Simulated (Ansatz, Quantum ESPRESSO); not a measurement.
# Aluminum (Fm-3m): phonons and their coupling to the electrons, part 4 of 4

Wanted: the coupling constant λ of Aluminum (Fm-3m) at ambient pressure.

Quantum ESPRESSO 7.5; DFT PBE, scalar-relativistic, plane waves, PseudoDojo norm-conserving pseudopotentials.

So far, electron-phonon coupling constant: step 10 (density of states) 0.396. Also logarithmic mean frequency weighted by the coupling (K): step 10 322.

### 11. The same in Ansatz (continued)

Table of alpha^2 F by phonon energy; read off at these points:

phonon energy (meV), alpha^2 F and a bar:
```
      1.0      0.000 
      2.0      0.001 
      3.0      0.002 
      4.0      0.004 
      5.0      0.006 
      6.0      0.008 
      7.0      0.011 #
      8.0      0.015 #
      9.0      0.019 #
     10.0      0.023 #
     11.0      0.027 #
     12.0      0.030 #
     13.0      0.035 ##
     14.0      0.040 ##
     15.0      0.046 ##
     16.0      0.055 ##
     17.0      0.070 ###
     18.0      0.117 #####
     19.0      0.131 ######
     20.0      0.148 #######
     21.0      0.163 #######
     22.0      0.176 ########
     23.0      0.190 #########
     24.0      0.216 ##########
     24.3      0.249 ###########
     25.0      0.190 #########
     26.0      0.173 ########
     27.0      0.158 #######
     28.0      0.175 ########
     29.0      0.191 #########
     30.0      0.206 #########
     31.0      0.218 ##########
     32.0      0.222 ##########
     33.0      0.179 ########
     34.0      0.228 ##########
     35.0      0.391 ##################
     36.0      0.659 ##############################
     36.3      0.667 ##############################
     37.0      0.543 ########################
     38.0      0.326 ###############
     39.0      0.196 #########
```

### 12. Side by side: QE PseudoDojo and Ansatz, PseudoDojo

Numbers from this step:

| Property | Result |
| --- | --- |
| root-mean-square difference | 0 cm⁻¹ |
| largest difference | 0 cm⁻¹ |
| root-mean-square difference on the path | 0 cm⁻¹ |
| largest difference on the path | 0 cm⁻¹ |

The two runs side by side. Further quantities:

```csv
quantity,QE PseudoDojo,"Ansatz, PseudoDojo"
λ,0.396,0.427
ω_log (K),321.6,283.2
```

The interpolated bands of the two lie on top of each other.

At the solved wavevectors the largest difference (acoustic modes at Γ apart) is 0.003 % of the highest mode; λ differs by 7.3 %.

### 13. Summary of results

* space group after relaxation: Fm-3m
* volume per atom: 16.4 Å³
* q mesh: 4×4×4
* lowest mode on the q mesh (acoustic ones at the zone centre apart): 111.8 cm⁻¹
* zero-point energy per atom: 39.2 meV
* heat capacity at 300 K: 22.8 J/(mol atoms K)
* vibrational entropy at 300 K: 27.0 J/(mol atoms K)
* coupling constant for broadenings of 0.01 to 0.04 Ry: 0.38 to 0.40
* logarithmic mean frequency over the same range: 317 to 322 K
* imaginary modes on the q mesh: none
* largest difference from Ansatz, PseudoDojo: 0 cm⁻¹

What this shows: λ is about 0.39 and holds within 15 % over the middle broadenings, a weak coupling. λ is 0.40 by Gaussian broadening on the dense mesh and 0.43 by Ansatz's sums without a broadening; neither is converged in the meshes. Aluminum (Fm-3m) is dynamically stable on the 4×4×4 mesh; its spectrum reaches 322 cm⁻¹. QE PseudoDojo and Ansatz, PseudoDojo agree to 0.01 cm⁻¹ (0.003 % of the highest mode compared) on all solved modes but the acoustic ones at Γ. These are harmonic frequencies at zero temperature: anharmonic shifts and linewidths and thermal expansion are left out. In a metal the frequencies hang on the k mesh and the smearing, most of all near Kohn anomalies. The relaxation ran at 32 Ry, under the 40 Ry recommended for these files; the stress of so short a basis can leave the cell about one per cent too small. Ansatz warns that the cutoff lies 20 % under the one recommended for these files; agreement at one cutoff is not convergence.

[Host names and launcher messages were left out of these logs when they were recorded.]

[Logs are printed without paths, hosts, clocks, repeated set-up lines and the standing remarks that a program may print on its own settings, such as how far it seeks lower states.]

[Hosts, paths, dates, database ids (printed as entryN), source tags and the programs' standing remarks are cut or masked in the printed files.]
